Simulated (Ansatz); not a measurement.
## Work function of Pd(100): what the settings cost and change

How far do functional and pseudopotentials move the work function of Pd(100), and at what cost?

Program: Ansatz 0.2.0. Level of theory: plane-wave DFT, PBE, Ansatz PAW, in the first sound run; inputs show where later runs differ. Values are calculated unless marked as measured.

**What experiment says.**

For Pd (clean (100) face, a compiled value), “Anisotropic work function of elemental crystals” (2019, arxiv:1902.07811) quotes earlier work: work function (clean (100) face, a compiled value) 5.48 eV.

## (1) The system as given

The cell holds 7 atoms: 7 Pd. Its edges and angles: a = 2.751 Å, b = 2.751 Å, c = 29.670 Å, α = 90.0°, β = 90.0°, γ = 90.0°. Vacuum lies along c.

Structure file:

```cif
data_structure
_symmetry_space_group_name_H-M 'P 1'
_symmetry_Int_Tables_number 1
_cell_length_a 2.7506
_cell_length_b 2.7506
_cell_length_c 29.6700
_cell_angle_alpha 90.000
_cell_angle_beta 90.000
_cell_angle_gamma 90.000
_cell_volume 224.48
loop_
_atom_site_label
_atom_site_type_symbol
_atom_site_fract_x
_atom_site_fract_y
_atom_site_fract_z
_atom_site_occupancy
Pd1 Pd 0.00000 0.00000 0.30334 1
Pd2 Pd 0.50000 0.50000 0.36889 1
Pd3 Pd 0.00000 0.00000 0.43445 1
Pd4 Pd 0.50000 0.50000 0.50000 1
Pd5 Pd 0.00000 0.00000 0.56555 1
Pd6 Pd 0.50000 0.50000 0.63111 1
Pd7 Pd 0.00000 0.00000 0.69666 1
```

## (2) Run, setting PBE, Ansatz PAW (420 eV)

A work function rests on the faint tail of the density, so the SCF threshold is tight. PBE on the default files comes first; the next runs keep the geometry and change functional or files, each at the cutoff that its files recommend; a relaxation and, for heavy metals, spin-orbit coupling close the ladder.

input.yaml reads:

```yaml
crystal:
  lattice:
    - [2.7506453788, 0.0, 0.0]
    - [0.0, 2.7506453788, 0.0]
    - [0.0, 0.0, 29.67]
  atoms:
    - { symbol: Pd, position: [0.0, 0.0, 0.3033367037] }
    - { symbol: Pd, position: [0.5, 0.5, 0.3688911358] }
    - { symbol: Pd, position: [0.0, 0.0, 0.4344455679] }
    - { symbol: Pd, position: [0.5, 0.5, 0.5] }
    - { symbol: Pd, position: [0.0, 0.0, 0.5655544321] }
    - { symbol: Pd, position: [0.5, 0.5, 0.6311088642] }
    - { symbol: Pd, position: [0.0, 0.0, 0.6966632963] }
kpoints:
  mp_grid: { grid: [15, 15, 1] }
hamiltonian:
  xc: pbe
scf:
  occupations: { method: fermi_dirac, width: 0.1 }
  convergence: { dr2_threshold: 1.0e-09 }
efield:
  axis: 3
  dipole_correction: true
  ramp_position: 0.97
  ramp_width: 0.06
output:
  write_potential: true
  write_density: true
  volumetric_format: npy
  elf: true
```

Launch:

```console
ansatz run input.yaml --threads 4 --pin off --max-ram 6144MiB --backend cpu --events-out ev --progress --plain --runs-dir out
```

Standard output:

```text
Engine: ansatz 0.2.0, aarch64-unknown-linux-gnu
Pseudopotentials: kind: paw
Pseudopotential: Pd, paw, valence charge 18, recommended cutoff 420 eV (normal), Pd.paw.azcp
Functional definition: PBE
  parameter kappa = 0.804
  parameter beta = 0.066725
  exchange = pbe_x(kappa = kappa, mu = beta*pi^2/3)
  correlation = pbe_c(beta = beta)
Crystal: 7 atoms, lattice volume = 224.485 Å³
Basis set: ecut = 420 eV, 4471 PW (Γ)
Bands: 76, of which v1, the nominal top of the filled ones, is band 63 counted from 1 (62 counted from 0)
Symmetry: 8 space group operations
k-points: 36 of 225
Non-local potential: Pd, projectors of the file, l = 0: 2, l = 1: 2, l = 2: 2, l = 3: 1
PAW form: soft (Blöchl's): semilocal exchange-correlation on the pseudo side does not see the compensation charge
PAW one-centre angular grid: Pd, 590 points (default); XC on 64 Gauss nodes
Initial density: superposition of atomic densities (neutral atoms: chi_scale 0, normalization atom), corrected by the library's trained network
Initial wavefunctions: pseudopotential atomic-orbital guess
Functional: x = pbe(κ = 0.804, μ = 0.219515), c = pbe(β = 0.066725)
SCF iter   1: F=—  HF=-48808.764210 eV  |F-HF|=—  |Δ(HF+E_count)|=         —  Δρ=1.43e-2  dr2=6.61e0  ethr=1.77e-3  p=0.000 e·Å  D=3.60e-14 V/Å  ΔV_dip=-0.00 eV  dr2_dipole=3.49e-8  V_vac-E_F(+/−)=4.70/4.70 eV  ⟨swp⟩=7.3  Hψ=11181  notcnv=0  defer=51
efield: sawtooth ramp at fractional position 0.9700 (set: `efield.ramp_position`, or a place that a band, a saddle search or an elastic batch's reference lends), width 0.0600; the density the first Hamiltonian is built on has a dipole p = 0.000 e·Å; the dipole correction subtracts the counter field D = 3.60e-14 V/Å, which shifts the + side's vacuum level by -0.00 eV against the − side's; the planar-averaged density in the ramp window peaks in size at 7.5e-6 e/Å³
preconditioner: auto → LDOS  [metal: Δε(μ)=0.005 eV  Ē_g=7.325 eV  σ=0.100 eV  W_gap=0.01  n_scr=58 (ndim 8)  ℏωp=20.7 eV  f_vac=0.505  D(μ)=13.57/eV (n_scr^D=150)  β→1.0]
SCF iter   2: F=—  HF=-48808.696039 eV  |F-HF|=—  |Δ(HF+E_count)|=   6.82e-2  Δρ=6.14e-3  dr2=2.91e-1  ethr=1.77e-3  p=0.000 e·Å  D=3.95e-5 V/Å  ΔV_dip=-0.00 eV  dr2_dipole=4.35e-7  V_vac-E_F(+/−)=5.13/5.13 eV  ⟨swp⟩=2.3  Hψ=3350  notcnv=0  defer=106
SCF iter   3: F=—  HF=-48808.690566 eV  |F-HF|=—  |Δ(HF+E_count)|=   5.47e-3  Δρ=2.16e-3  dr2=1.00e-1  ethr=2.31e-4  p=0.000 e·Å  D=3.89e-6 V/Å  ΔV_dip=-0.00 eV  dr2_dipole=4.48e-8  V_vac-E_F(+/−)=5.00/5.00 eV  ⟨swp⟩=2.4  Hψ=4059  notcnv=0  defer=113
SCF iter   4: F=—  HF=-48808.685614 eV  |F-HF|=—  |Δ(HF+E_count)|=   4.95e-3  Δρ=7.72e-4  dr2=1.86e-3  ethr=7.98e-5  p=0.000 e·Å  D=6.85e-6 V/Å  ΔV_dip=-0.00 eV  dr2_dipole=1.24e-8  V_vac-E_F(+/−)=5.08/5.08 eV  ⟨swp⟩=2.4  Hψ=3662  notcnv=0  defer=113
SCF iter   5: F=—  HF=-48808.685622 eV  |F-HF|=—  |Δ(HF+E_count)|=   7.43e-6  Δρ=3.57e-4  dr2=8.16e-4  ethr=1.48e-6  p=0.000 e·Å  D=3.65e-6 V/Å  ΔV_dip=-0.00 eV  dr2_dipole=1.34e-9  V_vac-E_F(+/−)=5.08/5.08 eV  ⟨swp⟩=2.8  Hψ=4307  notcnv=0  defer=113
SCF iter   6: F=—  HF=-48808.685630 eV  |F-HF|=—  |Δ(HF+E_count)|=   7.94e-6  Δρ=1.98e-4  dr2=2.57e-4  ethr=6.48e-7  p=0.000 e·Å  D=6.91e-7 V/Å  ΔV_dip=-0.00 eV  dr2_dipole=6.87e-11  V_vac-E_F(+/−)=5.08/5.08 eV  ⟨swp⟩=1.6  Hψ=2682  notcnv=0  defer=113
SCF iter   7: F=—  HF=-48808.685629 eV  |F-HF|=—  |Δ(HF+E_count)|=   3.47e-7  Δρ=6.46e-5  dr2=2.87e-5  ethr=2.04e-7  p=-0.000 e·Å  D=-4.73e-7 V/Å  ΔV_dip=0.00 eV  dr2_dipole=2.41e-11  V_vac-E_F(+/−)=5.09/5.09 eV  ⟨swp⟩=1.1  Hψ=2742  notcnv=0  defer=113
SCF iter   8: F=—  HF=-48808.685638 eV  |F-HF|=—  |Δ(HF+E_count)|=   9.04e-6  Δρ=1.82e-5  dr2=1.90e-6  ethr=2.28e-8  p=-0.000 e·Å  D=-3.79e-7 V/Å  ΔV_dip=0.00 eV  dr2_dipole=1.80e-11  V_vac-E_F(+/−)=5.09/5.09 eV  ⟨swp⟩=2.1  Hψ=3407  notcnv=0  defer=113
SCF iter   9: F=—  HF=-48808.685237 eV  |F-HF|=—  |Δ(HF+E_count)|=   4.01e-4  Δρ=5.75e-6  dr2=9.92e-8  ethr=1.51e-9  p=-0.000 e·Å  D=-2.51e-7 V/Å  ΔV_dip=0.00 eV  dr2_dipole=2.12e-12  V_vac-E_F(+/−)=5.09/5.09 eV  ⟨swp⟩=2.0  Hψ=3975  notcnv=0  defer=98
SCF iter  10: F=—  HF=-48808.685237 eV  |F-HF|=—  |Δ(HF+E_count)|=   2.35e-7  Δρ=3.09e-6  dr2=3.59e-8  ethr=7.87e-11  p=-0.000 e·Å  D=-8.96e-8 V/Å  ΔV_dip=0.00 eV  dr2_dipole=1.69e-12  V_vac-E_F(+/−)=5.09/5.09 eV  ⟨swp⟩=2.2  Hψ=4352  notcnv=0  defer=98
SCF iter  11: F=—  HF=-48808.685237 eV  |F-HF|=—  |Δ(HF+E_count)|=   2.20e-9  Δρ=1.68e-6  dr2=1.32e-8  ethr=2.85e-11  p=-0.000 e·Å  D=-2.93e-8 V/Å  ΔV_dip=0.00 eV  dr2_dipole=1.76e-14  V_vac-E_F(+/−)=5.09/5.09 eV  ⟨swp⟩=2.1  Hψ=3481  notcnv=0  defer=98
SCF iter  12: F=—  HF=-48808.685237 eV  |F-HF|=—  |Δ(HF+E_count)|=   2.49e-9  Δρ=8.54e-7  dr2=3.25e-9  ethr=1.05e-11  p=-0.000 e·Å  D=-1.26e-9 V/Å  ΔV_dip=0.00 eV  dr2_dipole=2.08e-13  V_vac-E_F(+/−)=5.09/5.09 eV  ⟨swp⟩=1.9  Hψ=3213  notcnv=0  defer=98
SCF iter  13: F=-48808.685237 eV  HF=-48808.685237 eV  |F-HF|=7.79e-10  |Δ(HF+E_count)|=   2.00e-9  Δρ=3.07e-7  dr2=3.42e-10  ethr=1.00e-12  p=0.000 e·Å  D=2.53e-8 V/Å  ΔV_dip=-0.00 eV  dr2_dipole=2.59e-14  V_vac-E_F(+/−)=5.09/5.09 eV  ⟨swp⟩=12.1  Hψ=8158  notcnv=0
SCF 1 converged in 13 iterations: F = -48808.685237 eV  dr2 = 3.42e-10
  greatest PAW one-centre occupation: 0.999 electrons in one spin orbital (limit 2), on the Pd atom at site 0 (counted from 0), in its partial waves of l = 0
WARN: The output density's exchange-correlation potential varies sharply where the density is thin. Do not read a vacuum level from v_tot or v_xc, or from such a field of the output density. On a cell that repeats whose density bears no net charge and no dipole along the vacuum's axis use v_es (v_loc + v_h of the components); under efield.dipole_correction with no amplitude use v_es + v_field, which holds any externa [...]
SCF converged after 13 iterations
Free energy (F): -48808.685237 eV
Harris-Foulkes:  -48808.685237 eV  (|F-HF|=7.79e-10)
Internal energy: -48808.239250 eV  (E = F + TS)
E sigma→0 (E₀):  -48808.462243 eV
Entropy (-TS):   -0.445988 eV (-63.713 meV/atom)
Fermi energy:    6.384493 eV
Dipole field:    D = 0.000000 V/Å  (p = 0.000000 e·Å, saw-weighted, corrected)
Work function:   Φ+ = 5.0859 eV   Φ− = 5.0859 eV
Levels:          The Fermi level and band energies are counted from a zero that moves with the ramp; work functions are not
--- Per-component energies (eV) ---
  E_band       = -2630.827118
  E_kinetic    = 3596.863943
  E_local      = -290317.891237  (includes V_loc(G=0)·N_el)
  E_nonlocal   = 1521.967099
  E_hartree    = 143177.754088
  E_xc         = -1179.257662
  E_vxc        = -1479.235038  (∫ρ·V_xc dr)
  E_paw        = -26252.965105  (= ΣΔE_a)
  E_vpaw       = -2308.044178  (= ΣTr[D̂ρ^β])
  E_aug_tail   = 0.001615  (compensation charges beyond the density's cutoff)
  E_efield     = 0.000000  (sawtooth field / dipole correction)
  E_vefield    = 0.000000  (∫n·V_field dr)
  E_ewald      = 120645.288010
  E_smearing   = -0.445988  (= −TS)
  E_closure    = 0.000000  (closes the sum)
  Σ components = -48808.685237   (vs F -48808.685237, Δ=0.00e0)
--- Band table (eV; the first three rows and the last of 36) ---
  k-point 0: bands = [... 59 lower, 5.7438, 5.8597, 6.1138, 6.2762, 6.2762, 6.3214, 6.3555, 6.5716, ... 9 higher]
  k-point 1: bands = [... 59 lower, 5.7638, 5.9664, 5.9971, 6.2263, 6.2519, 6.2624, 6.2879, 6.3807, ... 9 higher]
  k-point 2: bands = [... 59 lower, 5.5753, 5.8132, 5.8425, 5.9824, 6.1510, 6.2576, 6.4618, 6.5426, ... 9 higher]
  k-point 35: bands = [... 59 lower, 6.6207, 6.6303, 6.9488, 6.9615, 9.9834, 10.4632, 11.2468, 11.7171, ... 9 higher]
```

Elapsed: 50 s, on 4 threads of Arm Neoverse N1, shared host; peak memory 0.99 GiB; 2.8 min of CPU time.

Reading the cycles: dr2 is the Hartree energy of the density residual (eV), the measure of convergence; HF is the Harris–Foulkes estimate of the energy, which meets the free energy F at convergence.

Numbers from this step:

```
energy at zero smearing   : -48808.4622 eV
work function, upper face : 5.086 eV
```

Running mean over 1.945 Å of the planar mean; the ramp of the sawtooth is left out. Table of electron's electrostatic potential energy less the Fermi level by z:

z (Å), electron's electrostatic potential energy less the Fermi level (eV) and a bar from the least value:
```
        4       5.09 ##############################
        5       5.08 ##############################
        6       5.05 ##############################
        7       4.52 #############################
        8      -1.68 ###############
        9      -8.07 #
       10      -8.47 
       11      -8.61 
       12      -8.67 
       13      -8.68 
       14      -8.67 
       15      -8.67 
       16      -8.68 
       17      -8.68 
       18      -8.66 
       19      -8.57 
       20      -8.44 #
       21      -7.14 ###
       22       1.46 ######################
       23       4.86 #############################
       24       5.07 ##############################
       25       5.08 ##############################
       26       5.09 ##############################
```

Electrostatic potential energy in the ca plane at fractional y = 0.000, with atoms of Pd within 0.2 Å of it. With pseudopotentials it is smooth inside the atoms' cores, unlike the true potential.

Values in eV, 5 rows by 16 columns, each cell a mean:
```
 -5  10  -6 -45  -2   9 -11 -44   2   9 -15 -41   5  11  11  11
  6   8   5  -7   6   8   4  -7   7   8   3  -6   9  11  11  11
  8   7   8   5   8   7   8   5   8   7   8   5  10  11  11  11
  3   9   2 -21   4   8   0 -20   6   9  -3 -18   8  11  11  11
 -8  10 -10 -52  -4  10 -15 -50   0  10 -20 -47   3  11  11  11
```
Columns run along c (16.0 Å, from fractional 0.33 to 0.87 of the cell; values clipped at the 3rd and 97th percentile), rows up along a (2.8 Å). Atoms in or near the plane, at fractional coordinates: Pd at (0.43, 0.00), Pd at (0.57, 0.00), Pd at (0.70, 0.00).

Valence density in the ca plane at fractional y = 0.000, with atoms of Pd within 0.2 Å of it. It is the smooth field of the valence electrons, not physical close to the nuclei.

Ten even steps from '0' (0 e/Å³) to '9' (13 e/Å³), each cell a mean:
```
20000002686100000037851000000488400000000000
10000000232000000013320000000133100000000000
00000000000000000000000000000000000000000000
00000000000000000000000000000000000000000000
00000000000000000000000000000000000000000000
00000000121000000001210000000011000000000000
10000001464100000025630000000366200000000000
30000002797200000038961000001599500000000000
```
Columns run along c (16.0 Å, from fractional 0.33 to 0.87 of the cell), rows up along a (2.8 Å). Atoms in or near the plane, at fractional coordinates: Pd at (0.43, 0.00), Pd at (0.57, 0.00), Pd at (0.70, 0.00).

ELF in the ca plane at fractional y = 0.000, with atoms of Pd within 0.2 Å of it. It is the smooth field of the valence electrons, not physical close to the nuclei.

Ten even steps from '0' (0.00) to '9' (0.53), each cell a mean:
```
95322348979843333598797332336977963110000000
64333335898533333468984333334799742110000000
33333333555333333345543333333455432100000000
33333343333443333433334433333333332100000000
33333343343343333334433433333344332100000000
53333334787433333357864333334678632100000000
84333347989733333489896332335999953110000000
95322349858943223597598332337966973210000000
```
Columns run along c (16.0 Å, from fractional 0.33 to 0.87 of the cell), rows up along a (2.8 Å). Atoms in or near the plane, at fractional coordinates: Pd at (0.43, 0.00), Pd at (0.57, 0.00), Pd at (0.70, 0.00).

The work function is 5.086 eV.

## (3) Slab

This step: plane-wave DFT, LDA, Ansatz PAW (Ansatz 0.2.0).

Changes to input.yaml since step 2:

```diff
@@ -16,3 +16,3 @@
 hamiltonian:
-  xc: pbe
+  xc: lda
 scf:
@@ -29,2 +29 @@
   volumetric_format: npy
-  elf: true
```

Standard output:

```text
[...]
Crystal: 7 atoms, lattice volume = 224.485 Å³
Basis set: ecut = 420 eV, 4471 PW (Γ)
Bands: 76, of which v1, the nominal top of the filled ones, is band 63 counted from 1 (62 counted from 0)
Symmetry: 8 space group operations
k-points: 36 of 225
[...]
k-point 0: bands = [... 59 lower, 5.3522, 5.4824, 5.7401, 5.8895, 5.8895, 5.9510, 5.9849, 6.1853, ... 9 higher]
  k-point 1: bands = [... 59 lower, 5.3452, 5.5873, 5.6166, 5.8162, 5.8561, 5.8892, 5.9162, 5.9991, ... 9 higher]
  k-point 2: bands = [... 59 lower, 5.1910, 5.4086, 5.4618, 5.6044, 5.7771, 5.8791, 6.0809, 6.1584, ... 9 higher]
  k-point 35: bands = [... 59 lower, 6.2322, 6.2413, 6.5577, 6.5710, 9.4923, 9.9751, 10.7634, 11.2343, ... 9 higher]
[key lines of the parts left out:]
SCF converged after 13 iterations
Free energy (F): -47910.166781 eV
Fermi energy:    5.995740 eV
Dipole field:    D = -0.000000 V/Å  (p = -0.000000 e·Å, saw-weighted, corrected)
Work function:   Φ+ = 5.5022 eV   Φ− = 5.5022 eV
```

Run time: 59 s. Hardware: 4 threads; peak memory 0.98 GiB.

The work function is 5.502 eV, +0.416 eV from the run “PBE, Ansatz PAW (420 eV)”, at 1.0 times its CPU time.

## (4) Slab

This step: plane-wave DFT, PBEsol, Ansatz PAW (Ansatz 0.2.0).

Changes to input.yaml since step 3:

```diff
@@ -16,3 +16,3 @@
 hamiltonian:
-  xc: lda
+  xc: pbesol
 scf:
```

Standard output:

```text
[...]
Crystal: 7 atoms, lattice volume = 224.485 Å³
Basis set: ecut = 420 eV, 4471 PW (Γ)
Bands: 76, of which v1, the nominal top of the filled ones, is band 63 counted from 1 (62 counted from 0)
Symmetry: 8 space group operations
k-points: 36 of 225
[...]
k-point 0: bands = [... 59 lower, 5.5998, 5.7269, 5.9831, 6.1358, 6.1358, 6.1926, 6.2266, 6.4323, ... 9 higher]
  k-point 1: bands = [... 59 lower, 5.5973, 5.8315, 5.8616, 6.0729, 6.1034, 6.1316, 6.1582, 6.2442, ... 9 higher]
  k-point 2: bands = [... 59 lower, 5.4374, 5.6613, 5.7065, 5.8486, 6.0196, 6.1230, 6.3258, 6.4049, ... 9 higher]
  k-point 35: bands = [... 59 lower, 6.4807, 6.4900, 6.8072, 6.8205, 9.7500, 10.2310, 11.0249, 11.4939, ... 9 higher]
[key lines of the parts left out:]
SCF converged after 12 iterations
Free energy (F): -48344.932314 eV
Fermi energy:    6.243316 eV
Dipole field:    D = 0.000000 V/Å  (p = 0.000000 e·Å, saw-weighted, corrected)
Work function:   Φ+ = 5.2098 eV   Φ− = 5.2099 eV
```

Run time: 57 s. Hardware: 4 threads; peak memory 0.98 GiB; 2.7 min of CPU time.

The work function is 5.210 eV, +0.124 eV from the run “PBE, Ansatz PAW (420 eV)”, at 0.96 times its CPU time.

## (5) Slab

This step: plane-wave DFT, RPBE, Ansatz PAW (Ansatz 0.2.0).

Changes to input.yaml since step 4:

```diff
@@ -16,3 +16,3 @@
 hamiltonian:
-  xc: pbesol
+  xc: rpbe
 scf:
```

Standard output:

```text
[...]
Crystal: 7 atoms, lattice volume = 224.485 Å³
Basis set: ecut = 420 eV, 4471 PW (Γ)
Bands: 76, of which v1, the nominal top of the filled ones, is band 63 counted from 1 (62 counted from 0)
Symmetry: 8 space group operations
k-points: 36 of 225
[...]
k-point 0: bands = [... 59 lower, 5.8954, 6.0093, 6.2619, 6.4261, 6.4261, 6.4681, 6.5025, 6.7218, ... 9 higher]
  k-point 1: bands = [... 59 lower, 5.9270, 6.1155, 6.1465, 6.3922, 6.4059, 6.4099, 6.4350, 6.5299, ... 9 higher]
  k-point 2: bands = [... 59 lower, 5.7268, 5.9749, 5.9922, 6.1310, 6.2988, 6.4062, 6.6107, 6.6925, ... 9 higher]
  k-point 35: bands = [... 59 lower, 6.7724, 6.7821, 7.0993, 7.1118, 10.1773, 10.6561, 11.4383, 11.9084, ... 9 higher]
[key lines of the parts left out:]
SCF converged after 13 iterations
Free energy (F): -48862.853920 eV
Fermi energy:    6.536717 eV
Dipole field:    D = 0.000000 V/Å  (p = 0.000000 e·Å, saw-weighted, corrected)
Work function:   Φ+ = 4.8921 eV   Φ− = 4.8921 eV
```

The job ended after 60 s (4 threads; peak memory 1 GiB; 2.9 min of CPU time).

The work function is 4.892 eV, -0.194 eV from the run “PBE, Ansatz PAW (420 eV)”, at 1.0 times its CPU time.

## (6) Slab

This step: plane-wave DFT, r2SCAN, Ansatz PAW (Ansatz 0.2.0).

Changes to input.yaml since step 5:

```diff
@@ -16,3 +16,3 @@
 hamiltonian:
-  xc: rpbe
+  xc: r2scan
 scf:
```

Standard output:

```text
[...]
Crystal: 7 atoms, lattice volume = 224.485 Å³
Basis set: ecut = 500 eV, 5565 PW (Γ), exchange–correlation on 96×96×900 points (64 copies of the dense FFT grid, shifted against one another)
Bands: 76, of which v1, the nominal top of the filled ones, is band 63 counted from 1 (62 counted from 0)
Symmetry: 8 space group operations
k-points: 36 of 225
[...]
k-point 0: bands = [... 59 lower, 5.6222, 5.7038, 5.9626, 6.1710, 6.1710, 6.1725, 6.2092, 6.4802, ... 9 higher]
  k-point 1: bands = [... 59 lower, 5.6976, 5.8221, 5.8577, 6.1188, 6.1407, 6.1667, 6.1877, 6.2680, ... 9 higher]
  k-point 2: bands = [... 59 lower, 5.4241, 5.6963, 5.7379, 5.8348, 6.0035, 6.1292, 6.3506, 6.4440, ... 9 higher]
  k-point 35: bands = [... 59 lower, 6.5353, 6.5462, 6.8825, 6.8946, 10.2449, 10.7388, 11.5296, 12.0178, ... 9 higher]
[key lines of the parts left out:]
SCF converged after 19 iterations
Free energy (F): -48898.744430 eV
Fermi energy:    6.285219 eV
Dipole field:    D = 0.000002 V/Å  (p = 0.000002 e·Å, saw-weighted, corrected)
Work function:   Φ+ = 5.0764 eV   Φ− = 5.0764 eV
```

The job ended after 3 min (4 threads; peak memory 1.5 GiB).

The work function is 5.076 eV, -0.009 eV from the run “PBE, Ansatz PAW (420 eV)”, at 3.3 times its CPU time.

## (7) Run

This step: plane-wave DFT, PBE, JTH PAW (Ansatz 0.2.0).

Changes to input.yaml since step 6:

```diff
@@ -16,3 +16,4 @@
 hamiltonian:
-  xc: r2scan
+  xc: pbe
+  pseudopotentials: { kind: paw, source: jth }
 scf:
```

Standard output:

```text
[...]
k-point 0: bands = [... 59 lower, 7.7549, 7.8681, 8.1212, 8.2862, 8.2862, 8.3272, 8.3622, 8.5797, ... 9 higher]
  k-point 1: bands = [... 59 lower, 7.7824, 7.9757, 8.0047, 8.2380, 8.2653, 8.2698, 8.2940, 8.3900, ... 9 higher]
  k-point 2: bands = [... 59 lower, 7.5838, 7.8264, 7.8522, 7.9880, 8.1583, 8.2676, 8.4702, 8.5499, ... 9 higher]
  k-point 35: bands = [... 59 lower, 8.6289, 8.6386, 8.9492, 8.9617, 12.0366, 12.5167, 13.2897, 13.7618, ... 9 higher]
[key lines of the parts left out:]
SCF converged after 15 iterations
Free energy (F): -48764.119591 eV
Fermi energy:    8.393590 eV
Dipole field:    D = -0.000000 V/Å  (p = -0.000000 e·Å, saw-weighted, corrected)
Work function:   Φ+ = 5.0828 eV   Φ− = 5.0828 eV
```

It took 4.2 min on 4 threads; peak memory 3.3 GiB; 14 min of CPU time.

The work function is 5.083 eV, -0.003 eV from the run “PBE, Ansatz PAW (420 eV)”, at 5.0 times its CPU time.

[end of part 1 of 2]

[Long decimals in the printed logs are rounded to 6 places.]

[Logs are printed without paths, hosts, clocks, repeated set-up lines and the standing remarks that a program may print on its own settings, such as how far it seeks lower states.]

[Hosts, paths, dates, database ids (printed as entryN), source tags and the programs' standing remarks are cut or masked in the printed files.]

[Maps of the electrostatic potential energy from Ansatz leave out the sawtooth potential of an applied field or a dipole correction, so their vacuum need not be flat; planar profiles and work functions include it.]
